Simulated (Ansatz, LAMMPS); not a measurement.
# Relaxing glassy 70P2O5-10Al2O3-20CaO (mol %) (58 atoms), part 3 of 3

Aim: bring glassy 70P2O5-10Al2O3-20CaO (mol %) (58 atoms) to a nearby minimum of the energy and see what moves.

Ansatz 0.2.0; Kohn-Sham DFT, PBE, PAW (set soft_2), plane waves.

The cell: 14 P, 2 Al, 2 Ca and 40 O. The quench rate of 5 K/ps is orders of magnitude faster than experiment. The network of bonds at the start is that of the classical potential that made the cell. Sampling is at Γ alone, for a cell whose shortest periodic width is 9 Å.

So far, density (g/cm³): step 5 (distances and neighbours after relaxation) 2.48.

## (6) Single point at the relaxed geometry

The electronic structure is read at the final geometry, in a run of its own.

input.yaml reads:

```yaml
crystal:
  lattice:
    - [9.31379, 0.0, 0.0]
    - [0.0, 9.31379, 0.0]
    - [0.0, 0.0, 9.31379]
  atoms:
    - { symbol: P, position: [0.09728, 0.76913, 0.56075] }
    - { symbol: P, position: [0.06589, 0.16495, 0.14929] }
    - { symbol: P, position: [0.76445, 0.20812, 0.03262] }
    - { symbol: P, position: [0.54345, 0.81255, 0.73692] }
    - { symbol: P, position: [0.68425, 0.88733, 0.01129] }
    - { symbol: P, position: [0.78768, 0.84417, 0.49706] }
    - { symbol: P, position: [0.30657, 0.8187, 0.32549] }
    - { symbol: P, position: [0.31695, 0.18501, 0.94546] }
    - { symbol: P, position: [0.14046, 0.36957, 0.39529] }
    - { symbol: P, position: [0.61735, 0.33114, 0.29396] }
    - { symbol: P, position: [0.76453, 0.15857, 0.72029] }
    - { symbol: P, position: [0.88036, 0.64309, 0.03065] }
    - { symbol: P, position: [0.17982, 0.72445, 0.04056] }
    - { symbol: P, position: [0.83345, 0.3881, 0.51543] }
    - { symbol: Al, position: [0.61162, 0.67051, 0.25743] }
    - { symbol: Al, position: [0.23362, 0.93723, 0.77875] }
    - { symbol: Ca, position: [0.31052, 0.5112, 0.77798] }
    - { symbol: Ca, position: [0.40002, 0.13399, 0.53454] }
    - { symbol: O, position: [0.77297, 0.60179, 0.14552] }
    - { symbol: O, position: [0.04396, 0.0099, 0.1454] }
    - { symbol: O, position: [0.43248, 0.71616, 0.3427] }
    - { symbol: O, position: [0.98744, 0.43247, 0.46288] }
    - { symbol: O, position: [0.56957, 0.48519, 0.29001] }
    - { symbol: O, position: [0.82268, 0.80443, 0.9716] }
    - { symbol: O, position: [0.02456, 0.69988, 0.11058] }
    - { symbol: O, position: [0.61689, 0.15821, 0.65722] }
    - { symbol: O, position: [0.59278, 0.81853, 0.12434] }
    - { symbol: O, position: [0.51206, 0.22418, 0.3444] }
    - { symbol: O, position: [0.67017, 0.82476, 0.6292] }
    - { symbol: O, position: [0.19904, 0.4771, 0.29658] }
    - { symbol: O, position: [0.07689, 0.2279, 0.3061] }
    - { symbol: O, position: [0.77027, 0.31036, 0.37119] }
    - { symbol: O, position: [0.72741, 0.74872, 0.38182] }
    - { symbol: O, position: [0.15816, 0.76162, 0.40026] }
    - { symbol: O, position: [0.17981, 0.24117, 0.05261] }
    - { symbol: O, position: [0.73724, 0.25766, 0.87855] }
    - { symbol: O, position: [0.81604, 0.99574, 0.46578] }
    - { symbol: O, position: [0.917, 0.24573, 0.08564] }
    - { symbol: O, position: [0.73838, 0.50074, 0.56931] }
    - { symbol: O, position: [0.22489, 0.30946, 0.52093] }
    - { symbol: O, position: [0.33134, 0.96936, 0.37208] }
    - { symbol: O, position: [0.86888, 0.26372, 0.62853] }
    - { symbol: O, position: [0.25394, 0.58971, 0.99868] }
    - { symbol: O, position: [0.91207, 0.55013, 0.90753] }
    - { symbol: O, position: [0.26061, 0.8117, 0.1613] }
    - { symbol: O, position: [0.23476, 0.12132, 0.80951] }
    - { symbol: O, position: [0.40007, 0.07331, 0.02267] }
    - { symbol: O, position: [0.16638, 0.83126, 0.91561] }
    - { symbol: O, position: [0.9275, 0.75337, 0.55103] }
    - { symbol: O, position: [0.59795, 0.91116, 0.87067] }
    - { symbol: O, position: [0.85059, 0.03682, 0.77355] }
    - { symbol: O, position: [0.50867, 0.66337, 0.78126] }
    - { symbol: O, position: [0.65785, 0.29451, 0.12615] }
    - { symbol: O, position: [0.73178, 0.04363, 0.0629] }
    - { symbol: O, position: [0.12952, 0.91917, 0.62149] }
    - { symbol: O, position: [0.41036, 0.90201, 0.69127] }
    - { symbol: O, position: [0.38564, 0.32286, 0.89622] }
    - { symbol: O, position: [0.15813, 0.64789, 0.64614] }
kpoints:
  mp_grid: { grid: [1, 1, 1] }
hamiltonian:
  xc: pbe
scf:
  occupations: { method: fermi_dirac, width: 0.05 }
output:
  forces: true
  stress: true
  populations: intrinsic
  dos:
    method: { smearing: { sigma: 0.08 } }
    de: 0.1
    projected: { site_lists: { Al: [Al], Ca: [Ca], O: [O], P: [P] } }
  eigenvalues: true
  write_density: true
  write_potential: true
  volumetric_format: npy
  elf: true
```

The run is started by

```sh
$ ansatz run input.yaml --threads 4 --pin off --max-ram 8192MiB --backend cpu --events-out ev --progress --plain --runs-dir out
```

Numbers of over 12 decimals in the logs are rounded to 6 here.

Output:

```text
[...]
Crystal: 58 atoms, lattice volume = 807.940 Å³
Basis set: ecut = 420 eV, 15791 PW (Γ), exchange–correlation on 128×128×128 points (8 copies of the dense FFT grid, shifted against one another)
Bands: 226, of which v1, the nominal top of the filled ones, is band 168 counted from 1 (167 counted from 0)
Symmetry: 1 space group operations
[...]
k-points: 1
[...]
SCF iter   1: F=—  HF=-38013.745763 eV  |F-HF|=—  |Δ(HF+E_count)|=         —  Δρ=2.83e-3  dr2=6.94e-2  ethr=1.77e-3  ⟨swp⟩=8.0  Hψ=1256  notcnv=0  defer=35
[...]
SCF iter   9: F=-38013.752027 eV  HF=-38013.752027 eV  |F-HF|=1.86e-8  |Δ(HF+E_count)|=   1.20e-8  Δρ=2.04e-6  dr2=3.31e-8  ethr=2.98e-11  ⟨swp⟩=30.0  Hψ=2333  notcnv=0
SCF 1 converged in 9 iterations: F = -38013.752027 eV  dr2 = 3.31e-8
[...]
SCF converged after 9 iterations
Free energy (F): -38013.752027 eV
[...]
Internal energy: -38013.752027 eV  (E = F + TS)
E sigma→0 (E₀):  -38013.752027 eV
Fermi energy:    4.817556 eV
[...]
--- Forces (eV/Å), atoms counted from 1 ---
  atom   1  P      0.00073849     0.00765404    -0.00264326
  atom   2  P     -0.00187108     0.00745169     0.00411525
  atom   3  P      0.00011218     0.01227815     0.00624720
  atom   4  P     -0.01040774     0.01173144     0.00322900
  atom   5  P      0.00361121     0.00457924     0.00369959
  atom   6  P     -0.00511320     0.00108669     0.00301436
  atom   7  P     -0.00456527    -0.00180857    -0.00506887
  atom   8  P     -0.00055092     0.00586860     0.00406174
  atom   9  P     -0.00217159     0.00250432    -0.00653414
  atom  10  P      0.00672387     0.01265287    -0.00439588
  atom  11  P     -0.01423332     0.01062290     0.00014642
  atom  12  P      0.01139574    -0.00485950    -0.01570688
  atom  13  P     -0.00750686    -0.00425782     0.00297453
  atom  14  P     -0.01535512     0.01230149    -0.00010047
[...]
atom  57  O      0.00178742    -0.00950663     0.00283665
  atom  58  O     -0.00422902    -0.00825637     0.00417561
  max |Σ_I F_I| component: 3.70e-5 eV/Å
--- Stress (GPa, compression-positive) ---
       -1.649246       0.147562       1.128563
        0.147556       2.552385      -0.204893
        1.128560      -0.204892       0.339223
  P = ⅓ Tr σ = 0.4141 GPa (4.141 kbar)
--- Band table (eV) ---
[...]
--- intrinsic populations: 58 sites ---
  site symbol       q [e]
     0      P      2.8187
     1      P      2.8563
     2      P      2.7596
[...]
57      O      7.0410
  spilling = 0.000000 (of n_electrons = 336.000000)
```

Elapsed: 6.1 s, on 4 threads of Arm Neoverse V2, shared host; peak memory 0.89 GiB; 22 s of CPU time.

Numbers from this run:

```
free energy                                      : -38013.7520 eV
free energy per atom                             : -655.4095 eV/atom
SCF cycles                                       : 9
pressure                                         : 0.4141 GPa
r.m.s. force component                           : 0.00591 eV/Å
longest force                                    : 0.02116 eV/Å
Fermi energy                                     : 4.818 eV
gap (highest filled to lowest empty level) : 4.425 eV
```

Intrinsic-atomic-orbital charges by element and coordination:

| element | coordination | atoms | mean charge (e) | spread | least | most |
| --- | --- | --- | --- | --- | --- | --- |
| Al | all | 2 | 1.36 | 0.0072 | 1.35 | 1.36 |
| Al | 4 | 1 | 1.35 | 0 | 1.35 | 1.35 |
| Al | 5 | 1 | 1.36 | 0 | 1.36 | 1.36 |
| Ca | all | 2 | 1.77 | 0.0052 | 1.76 | 1.77 |
| Ca | 4 | 1 | 1.77 | 0 | 1.77 | 1.77 |
| Ca | 5 | 1 | 1.76 | 0 | 1.76 | 1.76 |
| O | all | 40 | -0.911 | 0.0743 | -1.09 | -0.817 |
| O | 1 | 7 | -0.929 | 0.0214 | -0.967 | -0.904 |
| O | 2 | 32 | -0.907 | 0.0818 | -1.09 | -0.817 |
| O | 3 | 1 | -0.939 | 0 | -0.939 | -0.939 |
| P | all | 14 | 2.16 | 0.0459 | 2.09 | 2.24 |

States in the cell by windows of 1 eV, zero at the Fermi level; the larger projections on atomic orbitals stand beside the total:

```
from (eV)  to (eV)  total   O p  P p  O s
      -14      -13    6.0   3.5  0.8  0.6
      -13      -12    6.0   3.7  1.0  0.5
      -12      -11    8.3   5.3  1.6  0.6
      -11      -10   10.5   7.3  2.1  0.3
      -10       -9    8.7   6.1  1.2  0.6
       -9       -8   10.6   7.4  1.2  1.2
       -8       -7   24.3  18.4  2.4  2.4
       -7       -6   33.2  27.3  2.3  2.2
       -6       -5   33.8  30.3  1.2  1.1
       -5       -4   34.5  31.7  1.1  0.8
       -4       -3   37.3  34.9  1.1  0.3
       -3       -2   22.8  21.6  0.5  0.1
       -2        2    0.0   0.0  0.0  0.0
        2        3    2.0   0.2  0.1  0.4
        3        4    8.0   1.1  1.8  1.3
        4        5   26.0   2.7  4.7  2.0
```

The curve was stored every 0.100 eV, coarse against its broadening of 0.08 eV, so these counts are rough.

Between -26 and -14 eV lie 96 more states.

The levels nearest the highest filled one (over half full), pooled over k-points and spins:

```
level less the highest filled one (eV)  occupation
                                -0.472           2
                                -0.337           2
                                -0.268           2
                                -0.152           2
                               -0.0611           2
                                     0           2
                                  4.42           0
                                  5.46           0
                                  5.58           0
                                  5.89           0
                                  6.12           0
                                  6.36           0
```

ELF in the bc plane at fractional x = 0.598, with atoms of P and Al and O within 0.2 Å of it. It is the smooth field of the valence electrons, not physical close to the nuclei.

Ten even steps from '_' (0.00) to '@' (0.87), each cell a mean:
```
..______________________________________..::++##**==
==__________..__________________________..++%%%%%%%%
##::______..::..____________..--====::__..**%%++**@@
%%..__________..____________::++####++--::**%%**##@@
--____....__________________--##%%%%##**==**@@@@%%%%
____==****++::______________::**%%%%##**::::==++==::
__--##@@@@@@##--..____________--**++====--====--..__
__**@@%%##@@@@**::______________..::..--##@@%%++::__
__**@@@@##@@@@**..____..::..________..==%%@@%%**--__
__==%%@@@@@@%%==______::==--::______..++%%%%%%**::__
__..++**##**--..______::--==::________::++****==..__
______....______________......__________........____
__________......____________________________________
______..--====----::....::....______........________
____..==**####**++--==++####++::____..::::..________
____::++##%%%%##--::**%%%%@@@@**..__........________
____..==**##%%++____##@@**%%@@%%..__________________
______..--==++--__..##@@##%%@@##________..::::..____
__________..--++++--==##%%%%%%++______==##%%##**::__
__________::**%%%%++..::==++--..____==@@@@@@@@%%==__
__________++@@@@@@%%--____________..**@@%%==##%%++__
......____++@@@@@@@@++____________..++%%%%**%%%%++..
......____::**%%%%##==______________--**%%%%%%##==..
..__________..::::..________________..--++++==----..
```
Columns run along b (9.3 Å), rows up along c (9.3 Å). Atoms in or near the plane, at fractional coordinates: P at (0.33, 0.29), Al at (0.67, 0.26), O at (0.16, 0.66), O at (0.82, 0.12), O at (0.91, 0.87).

Valence density in the bc plane at fractional x = 0.598, with atoms of P and Al and O within 0.2 Å of it. It is the smooth field of the valence electrons, not physical close to the nuclei.

Ten steps, logarithmic in the rise over the least value, from '_' (0.0 e/Å³) to '@' (6.9 e/Å³), each cell a mean:
```
::..________..________________________..::--==++++--
--..________....______________________....==**%%##++
==..______......________________........::==##@@@@##
--..______......______________..::--------++##@@@@##
::............______________..::--========++**##**++
....::--==--::..____________..::--==========++==--::
..::==**##**--..______________..::--====++++++==::..
..--**%%@@%%++::________________..::::==++****==::..
..--**%%@@%%++::__________________..::--++****==::..
__::==**##**--..________....________..--==++++--..__
__..::------..__________....__________..::----::..__
______........__________________________........____
________..........____________________......________
______....::----::::..........____..........________
______..--==++====----======--......::::::..________
______..--++**++====++**####++--::::::::::..________
______..--==++++----**%%@@@@##==::....::::..________
______..::--====--==**##%%%%**==::....::::::..______
________..::--++++====++****==--....::--======::..__
________..::==****==--::--::::::....--++##%%##==::__
..______..--++####++::..............--**%%@@@@**--..
..........--++****==::____________..::++%%@@%%**--::
::........::--====::..______________..--++##**++--::
::....____..........__________________::--======--::
```
Columns run along b (9.3 Å), rows up along c (9.3 Å). Atoms in or near the plane, at fractional coordinates: P at (0.33, 0.29), Al at (0.67, 0.26), O at (0.16, 0.66), O at (0.82, 0.12), O at (0.91, 0.87).

Mean intrinsic-atomic-orbital charges: Al +1.36, Ca +1.77, O -0.91, P +2.16 e.

The surroundings of Al15, one of the 2 Al atoms, nearest first, numbered as they follow in the input and with coordinates relative to it.

| atom | x | y | z | distance (Å) | bonds | intrinsic-atomic-orbital charge (e) |
| --- | --- | --- | --- | --- | --- | --- |
| Al15 | 0.00 | 0.00 | 0.00 | 0.00 | 5 | 1.36 |
| O33 | 1.08 | 0.73 | 1.16 | 1.74 | 2 | -0.91 |
| O23 | -0.39 | -1.73 | 0.30 | 1.80 | 2 | -0.88 |
| O27 | -0.18 | 1.38 | -1.24 | 1.86 | 2 | -0.86 |
| O21 | -1.67 | 0.43 | 0.79 | 1.90 | 2 | -0.89 |
| O19 | 1.50 | -0.64 | -1.04 | 1.94 | 2 | -0.91 |
| P5 | 0.68 | 2.02 | -2.29 | 3.13 | 4 | 2.23 |
| P10 | 0.05 | -3.16 | 0.34 | 3.18 | 4 | 2.18 |
| P6 | 1.64 | 1.62 | 2.23 | 3.21 | 4 | 2.16 |
| P7 | -2.84 | 1.38 | 0.63 | 3.22 | 4 | 2.17 |
| P12 | 2.50 | -0.26 | -2.11 | 3.29 | 4 | 2.11 |
| O39 | 1.18 | -1.58 | 2.90 | 3.51 | 1 | -0.90 |
| O24 | 1.97 | 1.25 | -2.66 | 3.54 | 2 | -0.84 |
| O45 | -3.27 | 1.32 | -0.90 | 3.64 | 2 | -0.85 |
| O53 | 0.43 | -3.50 | -1.22 | 3.73 | 2 | -0.84 |
| O29 | 0.55 | 1.44 | 3.46 | 3.79 | 2 | -0.86 |
| O32 | 1.48 | -3.35 | 1.06 | 3.82 | 2 | -0.86 |

The column of bonds counts only the pairs O-P within 2.11 Å, O-Al within 2.33 Å, O-Ca within 2.83 Å; other neighbours, such as metal atoms beside each other in a compound, aren't counted, and periodic images can show an atom twice.

## (7) Outcome

- energy change in the relaxation: -133.2 meV/atom
- r.m.s. displacement: 0.562 Å
- largest displacement: 1.145 Å
- free energy per atom: -655.4095 eV/atom
- pressure: 0.4141 GPa
- r.m.s. force component: 0.00591 eV/Å
- gap (highest filled to lowest empty level): 4.425 eV
- wall time of the 3 DFT runs: 81 s

**Reading.** Relaxation lowers the energy by 133 meV/atom and moves atoms by 0.56 Å r.m.s.; the r.m.s. force component goes from 1.5 to 0.0059 eV/Å, the pressure goes from 4.3 to 0.41 GPa, and the gap from 2.13 to 4.42 eV. By the final cutoffs 1 of 74 bonded pairs parted and 1 joined. From the first step to the last the energy fell by 7.723 eV, and the largest move was 1.14 Å (O19). The O-Ca bonds change most in mean length: from 2.451 Å (spread 0.147) to 2.305 Å (spread 0.117), and their number from 10 to 9. Counting bonds as in the table, 50 % of Al atoms have 4 and as many 5, 50 % of Ca atoms have 4 and as many 5, 80 % of O atoms have 2 and all P atoms have 4 bonded neighbours. 62 % of the oxygens bridge two formers (P and Al) and 38 % are non-bridging. The highest filled and lowest empty levels differ by 4.42 eV (at Γ alone); a semilocal functional tends to put such gaps too low. In a disordered cell it changes from sample to sample, and tail or defect levels can set it.

Caveats: The network of bonds at the start is that of the classical potential that made the cell; in DFT 1 of its 74 bonded pairs passed out of the cutoffs and 1 came within them. The stress is far from hydrostatic: its diagonal is -1.6, 2.6, 0.3 GPa, compression counted positive.

[Logs are printed without paths, hosts, clocks, repeated set-up lines and the standing remarks that a program may print on its own settings, such as how far it seeks lower states.]

[Hosts, paths, dates, database ids (printed as entryN), source tags and the programs' standing remarks are cut or masked in the printed files.]
